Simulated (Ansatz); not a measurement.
# Electron scattering at the Σ3 (112) boundary in bcc W

How much does the Σ3 (112) boundary in bcc W reflect electrons?

Program: Ansatz 0.2.0. Level of theory: Ansatz plane-wave DFT, PBE, PAW files; relaxation of a bicrystal slab with its lowest layers held; PAW set soft_1, in the first sound run; inputs show where later runs differ. Results are calculated unless marked as measured.

## Step 1: Set-up

The cell holds 15 atoms: 15 W. Its edges and angles: a = 2.741 Å, b = 4.476 Å, c = 29.088 Å, α = 90.0°, β = 90.0°, γ = 90.0°. It derives from W. built on the (1 1 2) plane; 1 overlapping atoms removed and the grains opened by 0 Å. Vacuum lies along c.

## Step 2: Relaxing the bicrystal

The boundary is built by mirroring the lower grain in the boundary plane and removing any atoms that overlap. A thin bicrystal slab is relaxed first, with the lowest layers held and the upper grain free to shift and open.

File input.yaml:

```yaml
crystal:
  lattice:
    - [2.7407971979, 0.0, 0.0]
    - [0.0, 4.4757030822, 0.0]
    - [0.0, 0.0, 29.0883386558]
  atoms:
    - { symbol: W, position: [0.9999999999, 0.0, 0.171890188] }
    - { symbol: W, position: [0.3333333333, 0.5, 0.2163074442] }
    - { symbol: W, position: [0.6666666666, 0.0, 0.2607247003] }
    - { symbol: W, position: [1.0, 0.5, 0.3051419565] }
    - { symbol: W, position: [0.3333333333, 0.0, 0.3495592127] }
    - { symbol: W, position: [0.6666666667, 0.5, 0.3939764689] }
    - { symbol: W, position: [0.0, 0.0, 0.438393725] }
    - { symbol: W, position: [0.6666666667, 0.5, 0.4828109812] }
    - { symbol: W, position: [0.3333333333, 0.0, 0.5272282374] }
    - { symbol: W, position: [1.0, 0.5, 0.5716454935] }
    - { symbol: W, position: [0.6666666666, 0.0, 0.6160627497] }
    - { symbol: W, position: [0.3333333333, 0.5, 0.6604800059] }
    - { symbol: W, position: [0.9999999999, 0.0, 0.7048972621] }
    - { symbol: W, position: [0.6666666666, 0.5, 0.7493145182] }
    - { symbol: W, position: [0.3333333332, 0.0, 0.7937317744] }
kpoints:
  mp_grid: { grid: [9, 5, 1] }
hamiltonian:
  xc: pbe
  pseudopotentials: { kind: paw, azcp: { folder: soft_1 } }
scf:
  occupations: { method: fermi_dirac, width: 0.1 }
relax:
  f_tol: 0.03
  max_steps: 80
  constraints: [{ sites: [0, 1, 2] }]
```

Run with:

```console
> ansatz run input.yaml --threads 8 --pin off --max-ram 15360MiB --backend cpu --events-out ev --progress --plain --runs-dir out
```

Numbers of over 12 decimals in the logs are rounded to 6 here.

Output:

```text
Engine: ansatz 0.2.0, x86_64-unknown-linux-gnu
Pseudopotentials: kind: paw
Pseudopotential: W, paw, valence charge 14, recommended cutoff 420 eV (normal), soft_1/W.paw.azcp
Functional definition: PBE
  parameter kappa = 0.804
  parameter beta = 0.066725
  exchange = pbe_x(kappa = kappa, mu = beta*pi^2/3)
  correlation = pbe_c(beta = beta)
Crystal: 15 atoms, lattice volume = 356.826 Å³
Basis set: ecut = 420 eV, 7043 PW (Γ), exchange–correlation on 40×60×400 points (8 copies of the dense FFT grid, shifted against one another)
Bands: 126, of which v1, the nominal top of the filled ones, is band 105 counted from 1 (104 counted from 0)
Symmetry: 2 space group operations
Space group: Pm (ITA 6), of the structure as read, at distance tolerance 7.1e-5 Å
k-points: 15 of 45 (time reversal used)
Non-local potential: W, projectors of the file, l = 0: 3, l = 1: 2, l = 2: 2, l = 3: 1
PAW form: soft (Blöchl's): semilocal exchange-correlation on the pseudo side does not see the compensation charge
PAW one-centre angular grid: W, 590 points (default); XC on 64 Gauss nodes
Initial density: superposition of atomic densities (neutral atoms: chi_scale 0, normalization atom)
Initial wavefunctions: pseudopotential atomic-orbital guess
Functional: x = pbe(κ = 0.804, μ = 0.219515), c = pbe(β = 0.066725)
SCF iter   1: F=—  HF=-155788.784184 eV  |F-HF|=—  |Δ(HF+E_count)|=         —  Δρ=5.76e-2  dr2=1.42e2  ethr=3.10e-3  ⟨swp⟩=8.7  Hψ=8883  notcnv=0
preconditioner: auto → LDOS  [metal: Δε(μ)=0.010 eV  Ē_g=5.189 eV  σ=0.100 eV  W_gap=0.03  n_scr=78 (ndim 8)  ℏωp=18.6 eV  f_vac=0.274  D(μ)=7.57/eV (n_scr^D=44)  β→1.0]
SCF iter   2: F=—  HF=-155788.332223 eV  |F-HF|=—  |Δ(HF+E_count)|=   4.52e-1  Δρ=4.90e-2  dr2=1.60e2  ethr=3.10e-3  ⟨swp⟩=9.1  Hψ=7211  notcnv=0  defer=7
SCF iter   3: F=—  HF=-155782.717891 eV  |F-HF|=—  |Δ(HF+E_count)|=    5.61e0  Δρ=9.32e-3  dr2=1.56e0  ethr=3.10e-3  ⟨swp⟩=8.9  Hψ=6502  notcnv=0  defer=11
SCF iter   4: F=—  HF=-155782.601058 eV  |F-HF|=—  |Δ(HF+E_count)|=   1.17e-1  Δρ=2.78e-3  dr2=4.37e-2  ethr=7.42e-4  ⟨swp⟩=3.7  Hψ=3047  notcnv=0  defer=6
SCF iter   5: F=—  HF=-155782.597867 eV  |F-HF|=—  |Δ(HF+E_count)|=   3.19e-3  Δρ=1.10e-3  dr2=1.62e-2  ethr=2.08e-5  ⟨swp⟩=3.7  Hψ=3785  notcnv=0  defer=2
SCF iter   6: F=—  HF=-155782.597331 eV  |F-HF|=—  |Δ(HF+E_count)|=   5.36e-4  Δρ=4.26e-4  dr2=1.66e-3  ethr=7.74e-6  ⟨swp⟩=2.1  Hψ=2561  notcnv=0  defer=2
SCF iter   7: F=—  HF=-155782.597259 eV  |F-HF|=—  |Δ(HF+E_count)|=   7.16e-5  Δρ=1.46e-4  dr2=3.62e-4  ethr=7.91e-7  ⟨swp⟩=2.6  Hψ=2845  notcnv=0  defer=2
SCF iter   8: F=—  HF=-155782.597291 eV  |F-HF|=—  |Δ(HF+E_count)|=   3.16e-5  Δρ=6.68e-5  dr2=4.38e-5  ethr=1.72e-7  ⟨swp⟩=2.7  Hψ=2663  notcnv=0  defer=2
SCF iter   9: F=-155782.597286 eV  HF=-155782.597288 eV  |F-HF|=2.21e-6  |Δ(HF+E_count)|=   2.52e-6  Δρ=2.26e-5  dr2=5.09e-6  ethr=1.07e-8  ⟨swp⟩=5.5  Hψ=6141  notcnv=0
SCF 1 converged in 9 iterations: F = -155782.597286 eV  dr2 = 5.09e-6
  greatest PAW one-centre occupation: 0.999 electrons in one spin orbital (limit 2), on the W atom at site 7 (counted from 0), in its partial waves of l = 0
relax step   1: F+E_penalty+E_count = -155782.59728617 eV  Δ(F+E_penalty+E_count) = +0.000e0 eV  max|allowed force component| = 1.729e0 eV/Å  Δτ_max = 0.0000 Å  (9 SCF iters, dr2 threshold 2.25e-5 eV, accepted)
Initial density: handed on by an earlier stage of this run
Initial wavefunctions: those handed on with the density
iter 1 solved again at ethr=2.36e-3 eV; its pass at ethr=3.10e-3 eV (dr2=4.96e0 eV) is discarded
SCF iter   1: F=—  HF=-155782.957932 eV  |F-HF|=—  |Δ(HF+E_count)|=         —  Δρ=1.35e-2  dr2=4.98e0  ethr=2.36e-3  ⟨swp⟩=1.3  Hψ=7010  notcnv=0  defer=2
preconditioner: auto → LDOS  [metal: Δε(μ)=0.034 eV  Ē_g=4.852 eV  σ=0.100 eV  W_gap=0.08  n_scr=78 (ndim 8)  ℏωp=18.6 eV  f_vac=0.283  D(μ)=8.37/eV (n_scr^D=44)  β→1.0]
SCF iter   2: F=—  HF=-155782.878020 eV  |F-HF|=—  |Δ(HF+E_count)|=   7.99e-2  Δρ=6.53e-3  dr2=6.15e-1  ethr=2.36e-3  ⟨swp⟩=3.1  Hψ=3028  notcnv=0  defer=2
SCF iter   3: F=—  HF=-155782.795991 eV  |F-HF|=—  |Δ(HF+E_count)|=   8.20e-2  Δρ=2.41e-3  dr2=8.27e-2  ethr=2.93e-4  ⟨swp⟩=3.0  Hψ=4126  notcnv=0  defer=2
SCF iter   4: F=—  HF=-155782.782084 eV  |F-HF|=—  |Δ(HF+E_count)|=   1.39e-2  Δρ=3.98e-4  dr2=1.94e-3  ethr=3.94e-5  ⟨swp⟩=2.6  Hψ=2794  notcnv=0  defer=2
SCF iter   5: F=—  HF=-155782.782044 eV  |F-HF|=—  |Δ(HF+E_count)|=   3.98e-5  Δρ=1.43e-4  dr2=1.52e-4  ethr=9.23e-7  ⟨swp⟩=2.8  Hψ=3083  notcnv=0  defer=2
SCF iter   6: F=-155782.782091 eV  HF=-155782.782093 eV  |F-HF|=1.24e-6  |Δ(HF+E_count)|=   4.87e-5  Δρ=4.76e-5  dr2=1.62e-5  ethr=4.76e-8  ⟨swp⟩=2.9  Hψ=7225  notcnv=0
SCF 2 converged in 6 iterations: F = -155782.782091 eV  dr2 = 1.62e-5
  greatest PAW one-centre occupation: 0.999 electrons in one spin orbital (limit 2), on the W atom at site 9 (counted from 0), in its partial waves of l = 0
relax step   2: F+E_penalty+E_count = -155782.78209140 eV  Δ(F+E_penalty+E_count) = -1.848e-1 eV  max|allowed force component| = 1.844e0 eV/Å  Δτ_max = 0.1950 Å  (6 SCF iters, dr2 threshold 1.00e-4 eV, accepted)
iter 1 solved again at ethr=8.49e-4 eV; its pass at ethr=3.10e-3 eV (dr2=1.78e0 eV) is discarded
SCF iter   1: F=—  HF=-155783.054106 eV  |F-HF|=—  |Δ(HF+E_count)|=         —  Δρ=1.31e-2  dr2=1.66e0  ethr=8.49e-4  ⟨swp⟩=1.5  Hψ=6790  notcnv=0  defer=2
preconditioner: auto → LDOS  [metal: Δε(μ)=0.011 eV  Ē_g=4.791 eV  σ=0.100 eV  W_gap=0.03  n_scr=78 (ndim 8)  ℏωp=18.6 eV  f_vac=0.276  D(μ)=8.03/eV (n_scr^D=44)  β→1.0]
SCF iter   2: F=—  HF=-155783.020987 eV  |F-HF|=—  |Δ(HF+E_count)|=   3.31e-2  Δρ=5.55e-3  dr2=4.32e-1  ethr=7.90e-4  ⟨swp⟩=2.8  Hψ=3742  notcnv=0  defer=2
SCF iter   3: F=—  HF=-155782.978438 eV  |F-HF|=—  |Δ(HF+E_count)|=   4.25e-2  Δρ=2.41e-3  dr2=8.25e-2  ethr=2.06e-4  ⟨swp⟩=3.2  Hψ=3575  notcnv=0  defer=2
SCF iter   4: F=—  HF=-155782.966668 eV  |F-HF|=—  |Δ(HF+E_count)|=   1.18e-2  Δρ=4.50e-4  dr2=1.63e-3  ethr=3.93e-5  ⟨swp⟩=2.5  Hψ=2761  notcnv=0  defer=2
SCF iter   5: F=—  HF=-155782.966375 eV  |F-HF|=—  |Δ(HF+E_count)|=   2.92e-4  Δρ=1.26e-4  dr2=1.32e-4  ethr=7.77e-7  ⟨swp⟩=2.6  Hψ=3426  notcnv=0  defer=2
SCF iter   6: F=-155782.966381 eV  HF=-155782.966385 eV  |F-HF|=4.27e-6  |Δ(HF+E_count)|=   9.64e-6  Δρ=4.40e-5  dr2=1.47e-5  ethr=4.76e-8  ⟨swp⟩=3.0  Hψ=7071  notcnv=0
SCF 3 converged in 6 iterations: F = -155782.966381 eV  dr2 = 1.47e-5
  greatest PAW one-centre occupation: 0.999 electrons in one spin orbital (limit 2), on the W atom at site 12 (counted from 0), in its partial waves of l = 0
relax step   3: F+E_penalty+E_count = -155782.96638082 eV  Δ(F+E_penalty+E_count) = -1.843e-1 eV  max|allowed force component| = 3.271e-1 eV/Å  Δτ_max = 0.1943 Å  (6 SCF iters, dr2 threshold 1.00e-4 eV, accepted)
[...]
relax step   4: F+E_penalty+E_count = -155782.94041738 eV  Δ(F+E_penalty+E_count) = +2.596e-2 eV  max|allowed force component| = 6.588e-1 eV/Å  Δτ_max = 0.1871 Å  (7 SCF iters, dr2 threshold 6.69e-6 eV, rejected (line search))
[...]
relax step   5: F+E_penalty+E_count = -155782.98241855 eV  Δ(F+E_penalty+E_count) = -1.604e-2 eV  max|allowed force component| = 5.045e-2 eV/Å  Δτ_max = 0.0902 Å  (8 SCF iters, accepted)
SCF iter   1: F=—  HF=-155782.983779 eV  |F-HF|=—  |Δ(HF+E_count)|=         —  Δρ=1.05e-3  dr2=5.80e-3  ethr=2.56e-5  ⟨swp⟩=2.4  Hψ=3151  notcnv=0  defer=3
preconditioner: auto → LDOS  [metal: Δε(μ)=0.020 eV  Ē_g=4.774 eV  σ=0.100 eV  W_gap=0.05  n_scr=78 (ndim 8)  ℏωp=18.6 eV  f_vac=0.274  D(μ)=7.98/eV (n_scr^D=44)  β→1.0]
SCF iter   2: F=—  HF=-155782.983597 eV  |F-HF|=—  |Δ(HF+E_count)|=   1.81e-4  Δρ=2.89e-4  dr2=6.34e-4  ethr=2.76e-6  ⟨swp⟩=2.4  Hψ=3117  notcnv=0  defer=3
SCF iter   3: F=—  HF=-155782.983475 eV  |F-HF|=—  |Δ(HF+E_count)|=   1.22e-4  Δρ=1.11e-4  dr2=1.55e-4  ethr=3.02e-7  ⟨swp⟩=2.4  Hψ=3279  notcnv=0  defer=3
SCF iter   4: F=—  HF=-155782.983449 eV  |F-HF|=—  |Δ(HF+E_count)|=   2.65e-5  Δρ=2.63e-5  dr2=3.05e-6  ethr=7.37e-8  ⟨swp⟩=3.3  Hψ=3529  notcnv=0  defer=3
SCF iter   5: F=—  HF=-155782.982848 eV  |F-HF|=—  |Δ(HF+E_count)|=   6.01e-4  Δρ=5.20e-6  dr2=8.90e-8  ethr=4.76e-11  ⟨swp⟩=4.5  Hψ=9221  notcnv=0
SCF iter   6: F=-155782.982848 eV  HF=-155782.982848 eV  |F-HF|=8.96e-9  |Δ(HF+E_count)|=   2.29e-8  Δρ=1.39e-6  dr2=1.77e-8  ethr=4.24e-11  ⟨swp⟩=2.3  Hψ=7042  notcnv=0
SCF 6 converged in 6 iterations: F = -155782.982848 eV  dr2 = 1.77e-8
relax step   6: F+E_penalty+E_count = -155782.98284815 eV  Δ(F+E_penalty+E_count) = -4.296e-4 eV  max|allowed force component| = 1.711e-2 eV/Å  Δτ_max = 0.0138 Å  (6 SCF iters, accepted)
SCF converged after 6 iterations
Free energy (F): -155782.982848 eV
Harris-Foulkes:  -155782.982848 eV  (|F-HF|=8.96e-9)
Internal energy: -155782.710617 eV  (E = F + TS)
E sigma→0 (E₀):  -155782.846733 eV
Entropy (-TS):   -0.272231 eV (-18.149 meV/atom)
Fermi energy:    13.504036 eV
--- Per-component energies (eV) ---
  E_band       = -3098.742169
  E_kinetic    = 6309.278426
  E_local      = -173893.616063  (includes V_loc(G=0)·N_el)
  E_nonlocal   = -378.772880
  E_hartree    = 85378.958838
  E_xc         = -4005.660250
  E_vxc        = -3456.949507  (∫ρ·V_xc dr)
  E_paw        = -128667.010451  (= ΣΔE_a)
  E_vpaw       = -2436.593491  (= ΣTr[D̂ρ^β])
  E_aug_tail   = 0.002226  (compensation charges beyond the density's cutoff)
  E_ewald      = 59474.109536
  E_smearing   = -0.272231  (= −TS)
  E_closure    = 0.000000  (closes the sum)
  Σ components = -155782.982848   (vs F -155782.982848, Δ=0.00e0)
--- Forces (eV/Å), atoms counted from 1 ---
  atom   1  W     -0.25839955    -0.00000000     1.70076943
  atom   2  W     -0.11073289     0.00000000    -1.17478174
  atom   3  W      0.37626237     0.00000000    -0.51716127
  atom   4  W     -0.00398193    -0.00000000    -0.00697577
  atom   5  W     -0.00430628     0.00000000     0.00075103
  atom   6  W      0.00998126     0.00000000     0.00455648
  atom   7  W      0.00934361    -0.00000000     0.00020717
  atom   8  W     -0.00977308     0.00000000     0.00708755
  atom   9  W     -0.00261982     0.00000000    -0.00897431
  atom  10  W      0.00126689     0.00000000    -0.00963961
  atom  11  W      0.00201186     0.00000000    -0.01710647
  atom  12  W     -0.00250708     0.00000000    -0.00023218
  atom  13  W     -0.00282359    -0.00000000     0.00973618
  atom  14  W     -0.01075494    -0.00000000     0.00601029
  atom  15  W      0.00702984     0.00000000     0.00570838
  max |Σ_I F_I| component: 4.49e-5 eV/Å
--- Relaxed structure (6 steps of the walk, 5 accepted, 0 SCFs on fresh bases) ---
  F+E_penalty+E_count = -155782.98284815 eV   max|allowed force component| = 1.711e-2 eV/Å
  atoms:
    - { symbol: W, position: [1.000000, 0.0, 0.171890188] }
    - { symbol: W, position: [0.3333333333, 0.500000, 0.2163074442] }
    - { symbol: W, position: [0.6666666666, 0.0, 0.2607247003] }
    - { symbol: W, position: [0.995370, 0.500000, 0.305115] }
    - { symbol: W, position: [0.332868, -8.985357253696326e-19, 0.350804] }
    - { symbol: W, position: [0.660928, 0.500000, 0.394159] }
    - { symbol: W, position: [0.00761353, -2.3745415697808173e-18, 0.441685] }
    - { symbol: W, position: [0.658671, 0.500000, 0.489690] }
    - { symbol: W, position: [0.332185, -4.382275443178072e-18, 0.533302] }
    - { symbol: W, position: [0.988889, 0.500000, 0.578546] }
    - { symbol: W, position: [0.661772, -4.702936851864933e-18, 0.622581] }
    - { symbol: W, position: [0.330466, 0.500000, 0.668578] }
    - { symbol: W, position: [1.001524, -5.820702825492023e-18, 0.712964] }
    - { symbol: W, position: [0.653646, 0.500000, 0.758667] }
    - { symbol: W, position: [0.296096, -2.2729913748926143e-18, 0.796882] }
```

Wall time 80 s (8 threads of Intel Xeon at 2.50GHz (Skylake/Cascade Lake), shared host); peak memory 1.9 GiB; 9.9 min of CPU time.

Relaxation path:

```csv
step,energy less that of the first step (eV),largest force component (eV/Å)
1,0.0000,1.7294
2,-0.1848,1.8443
3,-0.3691,0.3271
4,-0.3431,0.6588
5,-0.3851,0.0505
6,-0.3856,0.0171
```

Relaxation step 4 was tried and not accepted.

The run keeps the 2 symmetry operations that it works with, so distortions that break them were not tested.

The atoms that moved most (Å):

```csv
atom,dx,dy,dz,length
W14,-0.036,0.000,0.272,0.274
W12,-0.008,0.000,0.236,0.236
W13,0.004,0.000,0.235,0.235
W10,-0.030,0.000,0.201,0.203
W8,-0.022,0.000,0.200,0.201
W11,-0.013,0.000,0.190,0.190
W9,-0.003,0.000,0.177,0.177
W15,-0.102,0.000,0.092,0.137
```

Numbers from this step:

```yaml
free_energy: -155782.9828 eV
energy_at_zero_smearing: -155782.8467 eV
fermi_energy: 13.50 eV
```

The largest force component on a free atom ends at 0.017 eV/Å, under the tolerance of 0.03, after 6 steps.

(Part 1 of 3 ends here.)

[Logs are printed without paths, hosts, clocks, repeated set-up lines and the standing remarks that a program may print on its own settings, such as how far it seeks lower states.]

[Hosts, paths, dates, database ids (printed as entryN), source tags and the programs' standing remarks are cut or masked in the printed files.]
